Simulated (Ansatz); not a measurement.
# 1T-VF2 bilayer (AA) in a perpendicular field, part 3 of 3

Aim: how the 1T-VF2 bilayer (AA) screens a field along its normal, and what the field does to its bands. A positive field points along +c.

Ansatz 0.2.0; plane-wave DFT, PBE+U-D3(BJ), Ansatz PAW.

So far, gap on the k-mesh (eV): step 2 (relaxing the slab) 2.99; step 4 (single point, field 0.05 V/Å) 2.91; step 5 (single point, field -0.05 V/Å) 2.91; step 6 (single point, field 0.1 V/Å) 2.83; step 7 (single point, field 0.2 V/Å) 2.65.

## Step 8: Single point, field 0.3 V/Å

input.yaml

```yaml
crystal:
  lattice:
    - [3.2954901416, 0.0, 0.0]
    - [-1.6477450708, 2.8539781806, 0.0]
    - [0.0, 0.0, 24.1119255718]
  atoms:
    - { symbol: F, position: [0.6666666667, 0.3333333333, 0.3732592809], spin: 0.02 }
    - { symbol: V, position: [0.0, 0.0, 0.4127412966], spin: 2.29 }
    - { symbol: F, position: [0.3333333333, 0.6666666667, 0.4517533414], spin: 0.02 }
    - { symbol: F, position: [0.6666666667, 0.3333333333, 0.5482466623], spin: -0.02 }
    - { symbol: V, position: [0.0, 0.0, 0.5872587018], spin: -2.29 }
    - { symbol: F, position: [0.3333333333, 0.6666666667, 0.6267407191], spin: -0.02 }
magnetization:
  spin_polarized: true
kpoints:
  mp_grid: { grid: [18, 18, 1] }
  band_path:
    path: [[0, 0, 0], [0.5, 0, 0], [0.33333333, 0.33333333, 0], [0, 0, 0]]
    npoints: 16
hamiltonian:
  xc: pbe
  dispersion: d3bj
  hubbard: { sites: [{ species: V, l: d, u_eff: 3.0 }] }
scf:
  occupations: { method: fermi_dirac, width: 0.05 }
  convergence: { dr2_threshold: 1.0e-10 }
efield:
  axis: 3
  dipole_correction: true
  ramp_position: 0.9256
  ramp_width: 0.1488
  amplitude: 0.3
output:
  dos: { projected: true, e_range: [-6, 5] }
  bader: true
  write_potential: true
  write_density: true
  volumetric_format: npy
  elf: true
```

Started as:

```sh
$ ansatz run input.yaml --threads 4 --pin off --max-ram 6144MiB --backend cpu --events-out ev --progress --plain --runs-dir out
```

Standard output:

```text
[...]
Crystal: 6 atoms, lattice volume = 226.779 Å³
Basis set: ecut = 420 eV, 4521 PW (Γ)
Bands: 36, of which v1, the nominal top of the filled ones, is band 27 counted from 1 (26 counted from 0)
Symmetry: 6 space group operations
k-points: 37 of 324 (time reversal used)
[...]
Starting moments: Σ|m| = 4.66 μB on 6 of 6 sites
[...]
Occupation matrices written to <dir>
--- Bader charges: 6 sites ---
  site symbol  charge [e]  shift [e]    m [muB]
     0      F     -0.8023     0.0011     0.1056
     1      V      1.5943     0.0022     2.7879
     2      F     -0.7940     0.0011     0.0977
     3      F     -0.8006     0.0011    -0.1011
     4      V      1.5949     0.0022    -2.7879
     5      F     -0.7923     0.0011    -0.1022
  estimated error of the sums over rays = 2.8e-4 e
[key lines of the parts left out:]
SCF converged after 18 iterations
Magnetization: 0.0000 μB (27.0000 up, 27.0000 down)
Free energy (F): -9060.564670 eV
Fermi energy:    0.322211 eV
Dipole field:    D = 0.059590 V/Å  (p = 0.074681 e·Å, saw-weighted, corrected)
```

Run time: 30 s. Hardware: 4 threads of Intel Xeon Platinum 8559C (Emerald Rapids), shared host; peak memory 1.1 GiB; 1.9 min of CPU time.

The dipole is 0.0747 e·Å, and the gap 2.452 eV.

## Step 9: Response, atoms held

This step: plane-wave DFT, PBE+U-D3(BJ), Ansatz PAW; response to a field along the normal, atoms held (Ansatz 0.2.0).

The dipoles give the slope, and the difference of two potentials shows where the field is screened.

This step gave:

- equivalent conductor thickness p/(ε₀AE): 4.787 Å
- distance between the outer atoms: 6.112 Å

Dipole of the cell against applied field:

```csv
applied field (V/Å),dipole of the cell (e·Å)
-0.050,-0.0124
0.000,-1.8e-7
0.050,0.0124
0.100,0.0249
0.200,0.0498
0.300,0.0747
```

Total moment against applied field:

```csv
applied field (V/Å),total moment (μB)
-0.050,-7.1e-15
0.000,0
0.050,7.1e-15
0.100,1.8e-14
0.200,1.1e-13
0.300,8.3e-13
```

Local field over the applied field, running mean. From the potentials at -0.05 and 0.05 V/Å; running mean over 2.5 Å. Table of local field over applied field by z:

```csv
z (Å),local field over applied field
4.02,1.000
4.47,1.000
4.91,1.000
5.36,0.999
5.80,0.997
6.25,0.991
6.70,0.972
7.00,0.946
7.44,0.871
7.89,0.762
8.33,0.631
8.78,0.503
9.23,0.388
9.67,0.310
10.12,0.302
10.57,0.359
11.01,0.448
11.46,0.520
11.91,0.557
12.20,0.557
12.65,0.520
13.10,0.448
13.54,0.359
13.99,0.302
14.44,0.310
14.88,0.388
15.33,0.503
15.78,0.631
16.22,0.762
16.67,0.871
17.12,0.946
17.41,0.972
17.86,0.991
18.31,0.997
18.75,0.999
19.20,1.000
19.65,1.000
20.09,1.000
```

The induced electron density oscillates, so the rows of the table below give means over 1 Å (shorter at the two ends). Its distinct maxima (Å: e/Å³ per V/Å): 8.5: 0.00325, 12.7: 0.00286. Distinct minima: 11.5: -0.00287, 15.6: -0.00326.

Electrons, planar mean, per unit field. Table of induced electron density by z; means over each step:

```csv
z (Å),induced electron density (e/Å³ per V/Å)
5,1.7e-6
6,2.4e-5
7,3.0e-4
8,0.00211
9,0.00178
10,-3.2e-5
11,-0.00196
12,-3.0e-4
13,0.00217
14,9.5e-5
15,-0.00142
16,-0.00234
17,-3.8e-4
18,-3.2e-5
19,-2.3e-6
20,-2.9e-7
```

By hand: between -0.05 and 0.05 V/Å the dipole changes by 0.02488 e·Å, a slope of 0.2488 e·Å²/V. A perfect conductor of thickness t has p = ε₀AEt, so t = 180.95 × 0.2488 / 9.405 = 4.79 Å (e/ε₀ = 180.95 V·Å, A in Å²).

The induced dipole is that of a conductor 4.79 Å thick.

## Step 10: Varying the input

This step: plane-wave DFT, PBE+U-D3(BJ), Ansatz PAW (Ansatz 0.2.0).

An input spoilt on purpose, to show how the run answers: it repeats the earlier run at 0.05 V/Å with scf.mixing to algorithm: broyden, beta: 1.0, ndim: 1, preconditioner: none, and scf.max_iter set to 50.

Changes to input.yaml since step 8:

```diff
@@ -26,2 +26,4 @@
   convergence: { dr2_threshold: 1.0e-10 }
+  mixing: { algorithm: broyden, beta: 1.0, ndim: 1, preconditioner: none }
+  max_iter: 50
 efield:
@@ -29,8 +31,6 @@
   dipole_correction: true
-  ramp_position: 0.9256
-  ramp_width: 0.1488
-  amplitude: 0.3
+  ramp_position: 0.97
+  ramp_width: 0.06
+  amplitude: 0.05
 output:
-  dos: { projected: true, e_range: [-6, 5] }
-  bader: true
   write_potential: true
@@ -38,2 +38 @@
   volumetric_format: npy
-  elf: true
```

Standard output:

```text
F: projections on atomic orbitals take those of the free atom [He] 2s2 2p5, of charge +0.00 (hamiltonian.pseudopotentials.projection_atoms); the dataset's partial waves leave at most 1.6e-8 of an orbital's norm unspanned inside its sphere
V: projections on atomic orbitals take those of the free atom [Ne] 3s2 3p6 3d3 4s2, of charge +0.00 (hamiltonian.pseudopotentials.projection_atoms); the dataset's partial waves leave at most 5.8e-7 of an orbital's norm unspanned inside its sphere
Engine: ansatz 0.2.0, x86_64-unknown-linux-gnu
Pseudopotentials: kind: paw
Pseudopotential: F, paw, valence charge 7, recommended cutoff 420 eV (normal), F.paw.azcp
Pseudopotential: V, paw, valence charge 13, recommended cutoff 420 eV (normal), V.paw.azcp
Functional definition: PBE
  parameter kappa = 0.804
  parameter beta = 0.066725
  exchange = pbe_x(kappa = kappa, mu = beta*pi^2/3)
  correlation = pbe_c(beta = beta)
Crystal: 6 atoms, lattice volume = 226.779 Å³
Basis set: ecut = 420 eV, 4521 PW (Γ)
Bands: 36, of which v1, the nominal top of the filled ones, is band 27 counted from 1 (26 counted from 0)
Symmetry: 6 space group operations
k-points: 37 of 324 (time reversal used)
Non-local potential: F, projectors of the file, l = 0: 2, l = 1: 2, l = 2: 1
Non-local potential: V, projectors of the file, l = 0: 3, l = 1: 2, l = 2: 3, l = 3: 1
PAW form: soft (Blöchl's): semilocal exchange-correlation on the pseudo side does not see the compensation charge
PAW one-centre angular grid: F, 110 points (default); XC on 64 Gauss nodes
PAW one-centre angular grid: V, 590 points (default); XC on 64 Gauss nodes
Initial density: superposition of atomic densities (neutral atoms: chi_scale 0, normalization atom, screened)
Starting moments: Σ|m| = 4.66 μB on 6 of 6 sites
Initial wavefunctions: pseudopotential atomic-orbital guess
Functional: x = pbe(κ = 0.804, μ = 0.219515), c = pbe(β = 0.066725)
SCF iter   1: F=—  HF=-9057.742549 eV  |F-HF|=—  |Δ(HF+E_count)|=         —  Δρ=3.82e-2 (↑3.82e-2 ↓3.82e-2)  dr2=6.18e0  dr2_m=1.03e0  M=0.000 μB ∫|m|=6.079 μB  β_m=1.00  ethr=3.10e-3  p=0.020 e·Å  D=1.61e-2 V/Å  ΔV_dip=-0.39 eV  dr2_dipole=1.20e-4  V_vac-E_F(+/−)=6.24/5.53 eV  ⟨swp⟩=6.4  Hψ=10765  notcnv=0  defer=17
efield: sawtooth ramp at fractional position 0.9700 (set: `efield.ramp_position`, or a place that a band, a saddle search or an elastic batch's reference lends), width 0.0600; the density the first Hamiltonian is built on has a dipole p = 0.020 e·Å; the dipole correction subtracts the counter field D = 1.61e-2 V/Å, which shifts the + side's vacuum level by -0.39 eV against the − side's; the planar-averaged density in the ramp window peaks in size at 3.9e-6 e/Å³
[...]
SCF iter  42: F=—  HF=-9060.553783 eV  |F-HF|=—  |Δ(HF+E_count)|=   5.17e-7  Δρ=1.79e-5 (↑1.79e-5 ↓1.73e-5)  dr2=2.30e-6  dr2_m=7.70e-9  M=0.000 μB ∫|m|=6.035 μB  β_m=1.00  ethr=8.07e-10  p=0.012 e·Å  D=9.81e-3 V/Å  ΔV_dip=-0.24 eV  dr2_dipole=1.17e-7  V_vac-E_F(+/−)=4.42/3.55 eV  ⟨swp⟩=3.1  Hψ=5376  notcnv=0  defer=171  κ⁻¹=1.0e0(r=1)
SCF iter  43: F=—  HF=-9060.553782 eV  |F-HF|=—  |Δ(HF+E_count)|=   5.52e-7  Δρ=6.91e-6 (↑6.91e-6 ↓6.73e-6)  dr2=3.13e-7  dr2_m=2.21e-9  M=0.000 μB ∫|m|=6.035 μB  β_m=1.00  ethr=8.07e-10  p=0.012 e·Å  D=9.96e-3 V/Å  ΔV_dip=-0.24 eV  dr2_dipole=8.85e-9  V_vac-E_F(+/−)=4.42/3.55 eV  ⟨swp⟩=2.3  Hψ=3960  notcnv=0  defer=171  κ⁻¹=1.0e0(r=1)
SCF iter  44: F=—  HF=-9060.553783 eV  |F-HF|=—  |Δ(HF+E_count)|=   2.85e-7  Δρ=1.47e-5 (↑1.47e-5 ↓1.43e-5)  dr2=1.32e-6  dr2_m=1.39e-8  M=0.000 μB ∫|m|=6.035 μB  β_m=1.00  ethr=5.79e-10  p=0.012 e·Å  D=9.91e-3 V/Å  ΔV_dip=-0.24 eV  dr2_dipole=3.61e-9  V_vac-E_F(+/−)=4.42/3.55 eV  ⟨swp⟩=2.1  Hψ=4496  notcnv=0  defer=171  κ⁻¹=1.0e0(r=1)
SCF iter  45: F=—  HF=-9060.553782 eV  |F-HF|=—  |Δ(HF+E_count)|=   3.07e-7  Δρ=5.70e-6 (↑5.70e-6 ↓5.50e-6)  dr2=2.38e-7  dr2_m=5.10e-10  M=0.000 μB ∫|m|=6.035 μB  β_m=1.00  ethr=5.79e-10  p=0.012 e·Å  D=9.89e-3 V/Å  ΔV_dip=-0.24 eV  dr2_dipole=1.41e-8  V_vac-E_F(+/−)=4.42/3.55 eV  ⟨swp⟩=2.0  Hψ=4406  notcnv=0  defer=171  κ⁻¹=1.0e0(r=1)
SCF iter  46: F=—  HF=-9060.553783 eV  |F-HF|=—  |Δ(HF+E_count)|=   2.83e-7  Δρ=1.30e-5 (↑1.30e-5 ↓1.25e-5)  dr2=1.25e-6  dr2_m=1.94e-9  M=0.000 μB ∫|m|=6.035 μB  β_m=1.00  ethr=4.41e-10  p=0.013 e·Å  D=1.00e-2 V/Å  ΔV_dip=-0.24 eV  dr2_dipole=8.16e-8  V_vac-E_F(+/−)=4.42/3.56 eV  ⟨swp⟩=2.6  Hψ=4176  notcnv=0  defer=171  κ⁻¹=1.0e0(r=1)
SCF iter  47: F=—  HF=-9060.553782 eV  |F-HF|=—  |Δ(HF+E_count)|=   3.05e-7  Δρ=5.09e-6 (↑5.09e-6 ↓4.96e-6)  dr2=1.57e-7  dr2_m=1.70e-9  M=0.000 μB ∫|m|=6.035 μB  β_m=1.00  ethr=4.41e-10  p=0.012 e·Å  D=9.93e-3 V/Å  ΔV_dip=-0.24 eV  dr2_dipole=9.31e-18  V_vac-E_F(+/−)=4.42/3.55 eV  ⟨swp⟩=2.4  Hψ=4527  notcnv=0  defer=171  κ⁻¹=1.0e0(r=1)
SCF iter  48: F=—  HF=-9060.553782 eV  |F-HF|=—  |Δ(HF+E_count)|=   1.61e-7  Δρ=1.07e-5 (↑1.07e-5 ↓1.04e-5)  dr2=7.34e-7  dr2_m=6.01e-9  M=0.000 μB ∫|m|=6.035 μB  β_m=1.00  ethr=2.91e-10  p=0.012 e·Å  D=9.89e-3 V/Å  ΔV_dip=-0.24 eV  dr2_dipole=1.09e-8  V_vac-E_F(+/−)=4.42/3.55 eV  ⟨swp⟩=10.2  Hψ=11598  notcnv=0  κ⁻¹=1.0e0(r=1)
SCF iter  49: F=—  HF=-9060.553782 eV  |F-HF|=—  |Δ(HF+E_count)|=   1.71e-7  Δρ=4.10e-6 (↑4.10e-6 ↓3.96e-6)  dr2=1.23e-7  dr2_m=2.89e-10  M=0.000 μB ∫|m|=6.035 μB  β_m=1.00  ethr=2.91e-10  p=0.012 e·Å  D=9.96e-3 V/Å  ΔV_dip=-0.24 eV  dr2_dipole=7.31e-9  V_vac-E_F(+/−)=4.42/3.55 eV  ⟨swp⟩=2.0  Hψ=8640  notcnv=0  κ⁻¹=1.0e0(r=1)
SCF iter  50: F=—  HF=-9060.553782 eV  |F-HF|=—  |Δ(HF+E_count)|=   1.19e-7  Δρ=9.09e-6 (↑9.09e-6 ↓8.82e-6)  dr2=5.47e-7  dr2_m=3.72e-9  M=0.000 μB ∫|m|=6.035 μB  β_m=1.00  ethr=2.27e-10  p=0.012 e·Å  D=9.88e-3 V/Å  ΔV_dip=-0.24 eV  dr2_dipole=1.68e-8  V_vac-E_F(+/−)=4.42/3.55 eV  ⟨swp⟩=2.0  Hψ=9157  notcnv=0  κ⁻¹=1.0e0(r=1)
Occupation matrices written to <dir>
Error: did not converge after 50 iterations: dr2 = 5.47e-7 (threshold 1.00e-10), under the density mixer `broyden`; raise `scf.max_iter`, which need not help a stalled SCF, or adjust the mixing (`scf.mixing`) or, under a smearing, its width (`scf.occupations.width`, in either direction: another width is another result); this SCF holds its density and magnetisation to the symmetry operations that it keeps, and cannot  [...]
```

Wall time 32 s (4 threads); peak memory 0.89 GiB; 2.1 min of CPU time.

Residual by cycle:

cycle, log10 residual and a bar from the least value:
```
        1        0.8 ##############################
        5       -0.4 #########################
       10       -0.2 ##########################
       14       -3.1 ##############
       19       -4.6 #######
       23       -5.0 ######
       28       -4.7 #######
       32       -4.9 ######
       37       -6.1 #
       41       -6.4 
       46       -5.9 ##
       50       -6.3
```

The run stopped without converging, so none of its numbers is a property of the system.

After 50 cycles the residual stands at 5.5e-7, with no steady fall over the second half. The cap of 50 cycles in the input ended the loop.

The program's message: “Error: did not converge after 50 iterations: dr2 = 5.47e-7 (threshold 1.00e-10), under the density mixer `broyden`; raise `scf.max_iter`, which need not help a stalled SCF, or adjust the mixing (`scf. …”

The fault put into the input: mixing far too strong.

## Step 11: A changed input: kpoints.mp_grid.grid = [22, 22, 1]

Another changed input: it repeats the earlier run at 0.05 V/Å with kpoints.mp_grid.grid from [18, 18, 1] to [22, 22, 1].

Changes to input.yaml since step 10:

```diff
@@ -15,3 +15,3 @@
 kpoints:
-  mp_grid: { grid: [18, 18, 1] }
+  mp_grid: { grid: [22, 22, 1] }
   band_path:
@@ -26,4 +26,2 @@
   convergence: { dr2_threshold: 1.0e-10 }
-  mixing: { algorithm: broyden, beta: 1.0, ndim: 1, preconditioner: none }
-  max_iter: 50
 efield:
```

Standard output:

```text
[...]
Crystal: 6 atoms, lattice volume = 226.779 Å³
Basis set: ecut = 420 eV, 4521 PW (Γ)
Bands: 36, of which v1, the nominal top of the filled ones, is band 27 counted from 1 (26 counted from 0)
Symmetry: 6 space group operations
k-points: 52 of 484 (time reversal used)
[...]
Starting moments: Σ|m| = 4.66 μB on 6 of 6 sites
[...]
SCF iter   1: F=—  HF=-9057.742456 eV  |F-HF|=—  |Δ(HF+E_count)|=         —  Δρ=3.82e-2 (↑3.82e-2 ↓3.82e-2)  dr2=6.18e0  dr2_m=1.03e0  M=0.000 μB ∫|m|=6.079 μB  β_m=0.30  ethr=3.10e-3  p=0.020 e·Å  D=1.61e-2 V/Å  ΔV_dip=-0.39 eV  dr2_dipole=1.20e-4  V_vac-E_F(+/−)=6.24/5.53 eV  ⟨swp⟩=6.4  Hψ=15091  notcnv=0  defer=21
[...]
SCF iter  17: F=-9060.553857 eV  HF=-9060.553857 eV  |F-HF|=7.82e-11  |Δ(HF+E_count)|=  1.11e-10  Δρ=2.18e-7 (↑2.11e-7 ↓2.18e-7)  dr2=9.83e-11  dr2_m=4.76e-11  M=0.000 μB ∫|m|=6.035 μB  ethr=1.00e-12  p=0.012 e·Å  D=9.93e-3 V/Å  ΔV_dip=-0.24 eV  dr2_dipole=4.44e-15  V_vac-E_F(+/−)=4.42/3.55 eV  ⟨swp⟩=12.1  Hψ=14034  notcnv=0
SCF 1 converged in 17 iterations: F = -9060.553857 eV  dr2 = 9.83e-11
[...]
SCF converged after 17 iterations
Magnetization: 0.0000 μB (27.0000 up, 27.0000 down)
Absolute magnetization: 6.0326 μB (∫|ρ↑−ρ↓|, with the PAW one-centre terms)
[...]
Per-site moments (μB) at R_I (Å): [(0.016792, 0.877604), (2.294758, 0.875523), (0.015426, 0.875523), (-0.015652, 0.875523), (-2.294734, 0.875523), (-0.016571, 0.877604)]
Free energy (F): -9060.553857 eV
[...]
Internal energy: -9060.553857 eV  (E = F + TS)
E sigma→0 (E₀):  -9060.553857 eV
Fermi energy:    0.322276 eV
Dipole field:    D = 0.009926 V/Å  (p = 0.012440 e·Å, saw-weighted, corrected)
Work function:   not extracted (applied field tilts the vacuum); planar V_es + V_field profile in the machine report
[...]
--- Band table (eV; the first three rows and the last of 104) ---
  k-point 0 ↑: bands = [... 23 lower, -5.4701, -2.0830, -2.0830, -1.2760, 1.7275, 2.6520, 3.0455, 3.0455, ... 5 higher]
  k-point 1 ↑: bands = [... 23 lower, -5.4612, -2.0757, -2.0719, -1.2821, 1.7887, 2.6807, 3.0240, 3.0441, ... 5 higher]
  k-point 2 ↑: bands = [... 23 lower, -5.4422, -2.0558, -2.0401, -1.3018, 1.9652, 2.7195, 3.0307, 3.0403, ... 5 higher]
  k-point 51 ↓: bands = [... 23 lower, -5.8400, -1.9224, -1.5909, -1.5752, 2.7138, 2.7630, 3.8267, 3.8350, ... 5 higher]
Occupation matrices written to <dir>
```

Elapsed: 27 s, on 4 threads; peak memory 1.3 GiB; 1.7 min of CPU time.

Numbers from this step:

```
site moments                      : 0.01679, 2.295, 0.01543, -0.01565, -2.295, -0.01657 μB
gap on the k-mesh                 : 2.911 eV
dipole along the normal           : 0.01244 e·Å
gap along the path                : 2.911 eV
gap, the smaller of path and mesh : 2.911 eV
```

Deep bands are left out, so band numbers here count from the lowest band kept and differ from the log's. Electronic bands along the path, in eV, zero at the Fermi level of the run, which the smearing sets inside the gap; # counts the bands kept:

```csv
point,up #13,up #14,up #15,up #16,down #13,down #14,down #15,down #16
Γ,-2.41,-2.41,-1.60,1.41,-2.31,-2.31,-1.51,1.46
halfway,-2.28,-2.17,-1.82,2.10,-2.19,-2.07,-1.73,2.19
M,-2.25,-2.14,-1.99,2.08,-2.16,-2.04,-1.90,2.18
halfway,-2.27,-2.08,-1.99,2.17,-2.18,-1.99,-1.90,2.26
K,-2.34,-2.00,-1.99,2.32,-2.25,-1.91,-1.90,2.41
halfway,-2.19,-2.17,-1.90,2.19,-2.10,-2.08,-1.81,2.28
Γ,-2.41,-2.41,-1.60,1.41,-2.31,-2.31,-1.51,1.46
```

```csv
quantity,this run,earlier run,difference
dipole along the normal (e·Å),0.01244,0.01244,3.1e-8
gap along the path (eV),2.911,2.911,0
gap on the k-mesh (eV),2.911,2.911,5.0e-6
```

Nothing in the table moves by 0.01 in its unit (for the dipole 0.5 % and 5e-5 e·Å). The run took 17 SCF cycles against 18.

No band crosses the Fermi level on this path.

## Step 12: Summary of results

* gap without field: 2.99 eV
* ionisation energy, upper face: 5.55 eV
* electron affinity, upper face: 2.57 eV
* equivalent conductor thickness, atoms held: 4.79 Å

In words: The induced dipole equals that of a perfect conductor 4.79 Å thick, while the outer atoms lie 6.11 Å apart; an out-of-plane ε follows only once a thickness t is chosen, by 1 − 1/ε = 4.79 Å / t. The gap goes from 2.99 eV to 2.45 eV at 0.3 V/Å. In a field the lowest empty level of a wide-gap layer can be a state in the vacuum, whose place depends on the cell. With the field reversed it is 2.91 eV at -0.05 V/Å. Semilocal functionals give gaps that are too small, and excitons are not included. The magnetic order is the one reached from the typed start; other orders were not compared.

[Long decimals in the printed logs are rounded to 6 places.]

[Logs are printed without paths, hosts, clocks, repeated set-up lines and the standing remarks that a program may print on its own settings, such as how far it seeks lower states.]

[Hosts, paths, dates, database ids (printed as entryN), source tags and the programs' standing remarks are cut or masked in the printed files.]

[Maps of the electrostatic potential energy from Ansatz leave out the sawtooth potential of an applied field or a dipole correction, so their vacuum need not be flat; planar profiles and work functions include it.]
